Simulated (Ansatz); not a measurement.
# Work function of Fe(110): what the settings cost and change, part 2 of 2

How thick a slab and how much vacuum does the work function of Fe(110) need?

Ansatz 0.2.0; plane-wave DFT, PBE, Ansatz PAW.

So far, work function, upper face (eV): step 2 (run, setting 1 layer) 4.46; step 7 (run, 6 atoms) 4.74; step 8 (run, 8 atoms) 4.74; step 9 (slab, 10 atoms) 4.74; step 10 (run, 13 atoms) 4.74.

## 11. Slab, 7 atoms

System of this step: Fe(110). The cell holds 7 atoms: 7 Fe. Cell: a = 2.485 Å, b = 2.485 Å, c = 22.176 Å, α = 90.0°, β = 90.0°, γ = 70.5°. Vacuum lies along c.

Contents of input.yaml:

```yaml
crystal:
  lattice:
    - [2.029396462, -1.435, 0.0]
    - [2.029396462, 1.435, 0.0]
    - [0.0, 0.0, 22.176378772]
  atoms:
    - { symbol: Fe, position: [0.0, 0.0, 0.2254651245], spin: 2.5 }
    - { symbol: Fe, position: [0.5, 0.5, 0.3169767496], spin: 2.5 }
    - { symbol: Fe, position: [0.0, 0.0, 0.4084883748], spin: 2.5 }
    - { symbol: Fe, position: [0.5, 0.5, 0.5], spin: 2.5 }
    - { symbol: Fe, position: [0.0, 0.0, 0.5915116252], spin: 2.5 }
    - { symbol: Fe, position: [0.5, 0.5, 0.6830232504], spin: 2.5 }
    - { symbol: Fe, position: [0.0, 0.0, 0.7745348755], spin: 2.5 }
magnetization:
  spin_polarized: true
kpoints:
  mp_grid: { grid: [17, 17, 1] }
hamiltonian:
  xc: pbe
scf:
  occupations: { method: fermi_dirac, width: 0.1 }
  convergence: { dr2_threshold: 1.0e-09 }
efield:
  axis: 3
  dipole_correction: true
  ramp_position: 0.97
  ramp_width: 0.06
output:
  write_potential: true
  write_density: true
  volumetric_format: npy
```

Command:

```sh
$ ansatz run input.yaml --threads 4 --pin off --max-ram 6144MiB --backend cpu --events-out ev --progress --plain --runs-dir out
```

Elapsed: 3.2 min, on 4 threads of Arm Neoverse N1, shared host; peak memory 1.8 GiB.

The work function is 4.732 eV. The program marks this work function as in doubt.

## 12. Slab, 7 atoms (run 2)

The cell differs from the one that the last finished run ended in (c 22.176 → 26.176 Å).

input.yaml, the sections that differ from step 11:

```yaml
crystal:
  lattice:
    - [2.029396462, -1.435, 0.0]
    - [2.029396462, 1.435, 0.0]
    - [0.0, 0.0, 26.176378772]
  atoms:
    - { symbol: Fe, position: [0.0, 0.0, 0.2674166683], spin: 2.5 }
    - { symbol: Fe, position: [0.5, 0.5, 0.3449444455], spin: 2.5 }
    - { symbol: Fe, position: [0.0, 0.0, 0.4224722228], spin: 2.5 }
    - { symbol: Fe, position: [0.5, 0.5, 0.5], spin: 2.5 }
    - { symbol: Fe, position: [0.0, 0.0, 0.5775277772], spin: 2.5 }
    - { symbol: Fe, position: [0.5, 0.5, 0.6550555545], spin: 2.5 }
    - { symbol: Fe, position: [0.0, 0.0, 0.7325833317], spin: 2.5 }
# magnetization, kpoints, hamiltonian, scf, efield, output: as in step 11
```

Wall time 3.9 min (4 threads); peak memory 2 GiB.

The work function is 4.738 eV, +0.006 eV from the run “7 layers, 10 Å of vacuum”, at 1.2 times its CPU time.

## 13. Slab, 7 atoms (run 3)

The cell differs from the one that the last finished run ended in (c 26.176 → 38.176 Å).

input.yaml, the sections that differ from step 12:

```yaml
crystal:
  lattice:
    - [2.029396462, -1.435, 0.0]
    - [2.029396462, 1.435, 0.0]
    - [0.0, 0.0, 38.176378772]
  atoms:
    - { symbol: Fe, position: [0.0, 0.0, 0.3405247019], spin: 2.5 }
    - { symbol: Fe, position: [0.5, 0.5, 0.3936831346], spin: 2.5 }
    - { symbol: Fe, position: [0.0, 0.0, 0.4468415673], spin: 2.5 }
    - { symbol: Fe, position: [0.5, 0.5, 0.5], spin: 2.5 }
    - { symbol: Fe, position: [0.0, 0.0, 0.5531584327], spin: 2.5 }
    - { symbol: Fe, position: [0.5, 0.5, 0.6063168654], spin: 2.5 }
    - { symbol: Fe, position: [0.0, 0.0, 0.6594752981], spin: 2.5 }
# magnetization, kpoints, hamiltonian, scf, efield, output: as in step 12
```

Elapsed: 5 min, on 4 threads; peak memory 2.7 GiB.

The work function is 4.738 eV, -0.000 eV from the run “7 layers, 14 Å of vacuum”, at 1.3 times its CPU time.

## 14. The series together

Times are for 4 threads of Arm Neoverse N1, shared host. The runs compared:

```
no.                   setting  work function, upper face (eV)     time  memory (GiB)
  1                   1 layer                           4.463     37 s          0.63
  2                  2 layers                           4.753  1.7 min          0.72
  3                  3 layers                           4.765  1.8 min          0.92
  4                  4 layers                           4.746  2.6 min           1.2
  5                  5 layers                           4.743  3.4 min           1.5
  6                  6 layers                           4.736  4.7 min           1.9
  7                  8 layers                           4.739  6.9 min           2.7
  8                 10 layers                           4.739   11 min           3.6
  9                 13 layers                           4.739   16 min           5.3
 10  7 layers, 10 Å of vacuum                           4.732  3.2 min           1.8
 11  7 layers, 14 Å of vacuum                           4.738  3.9 min             2
 12  7 layers, 26 Å of vacuum                           4.738    5 min           2.7
```

## 15. The same run with other settings

System of this step: Fe(110) monolayer. The cell holds 1 atom: 1 Fe. Its edges and angles: a = 2.485 Å, b = 2.485 Å, c = 18.000 Å, α = 90.0°, β = 90.0°, γ = 70.5°. Vacuum lies along c.

An input spoilt on purpose, to show how the run answers: it repeats the earlier run “1 layer” with efield.amplitude to 0 and efield.dipole_correction from true to false, and scf.max_iter set to 80; its output block differs too.

input.yaml, the sections that differ from step 13:

```yaml
crystal:
  lattice:
    - [2.029396462, -1.435, 0.0]
    - [2.029396462, 1.435, 0.0]
    - [0.0, 0.0, 18.0]
  atoms:
    - { symbol: Fe, position: [0.0, 0.0, 0.5], spin: 2.5 }
scf:
  occupations: { method: fermi_dirac, width: 0.1 }
  convergence: { dr2_threshold: 1.0e-09 }
  max_iter: 80
efield:
  axis: 3
  dipole_correction: false
  ramp_position: 0.97
  ramp_width: 0.06
  amplitude: 0
# magnetization, kpoints, hamiltonian, output: as in step 13
```

It took 0.02 s on 4 threads; peak memory 0.07 GiB.

The program refused the input before any cycle.

The program's message: “Error: invalid value for `efield.amplitude`: is zero with dipole_correction: false — the section would apply nothing; set a non-zero amplitude, enable dipole_correction, or remove the block”

The fault put into the input: a field block that applies nothing.

## 16. Results

```yaml
work_function_1_layer: 4.463 eV
work_function_3_layers: 4.765 eV
work_function_6_layers: 4.736 eV
work_function_13_layers: 4.739 eV
```

What this shows: The thickest slab gives 4.74 eV, and the settings tried spread the value from 4.46 to 4.77 eV. At 18 Å of vacuum, the slabs from 2 layers on stay within 0.03 eV of the thickest. Going from 10 to 26 Å of vacuum moves it by 0.006 eV. The program marks the value as in doubt in “7 layers, 10 Å of vacuum”. The ladder's slabs use the tabulated experimental lattice constant (two decimals; a low-temperature value for the alkali metals). The magnetic order is the one reached from the typed start; other orders were not compared. In 1 run of the series (7 layers, 10 Å of vacuum) the program warns that electrons reach the sawtooth's ramp, which makes dipole and work function less sure.

Computed beside measured:

| quantity | measured | 13 layers |
| --- | --- | --- |
| work function (clean (110) face, a compiled value) (eV) | 5.12 | 4.74 (-0.38 eV) |

Measured values from arxiv:1902.07811 (2019).

Verdict: The work function is off by -0.38 eV: a clear miss. The grades are ours: good and fair within 3 and 7 % for the work function. No cell relaxation is part of this session.

[Logs are printed without paths, hosts, clocks, repeated set-up lines and the standing remarks that a program may print on its own settings, such as how far it seeks lower states.]

[Hosts, paths, dates, database ids (printed as entryN), source tags and the programs' standing remarks are cut or masked in the printed files.]

[Maps of the electrostatic potential energy from Ansatz leave out the sawtooth potential of an applied field or a dipole correction, so their vacuum need not be flat; planar profiles and work functions include it.]
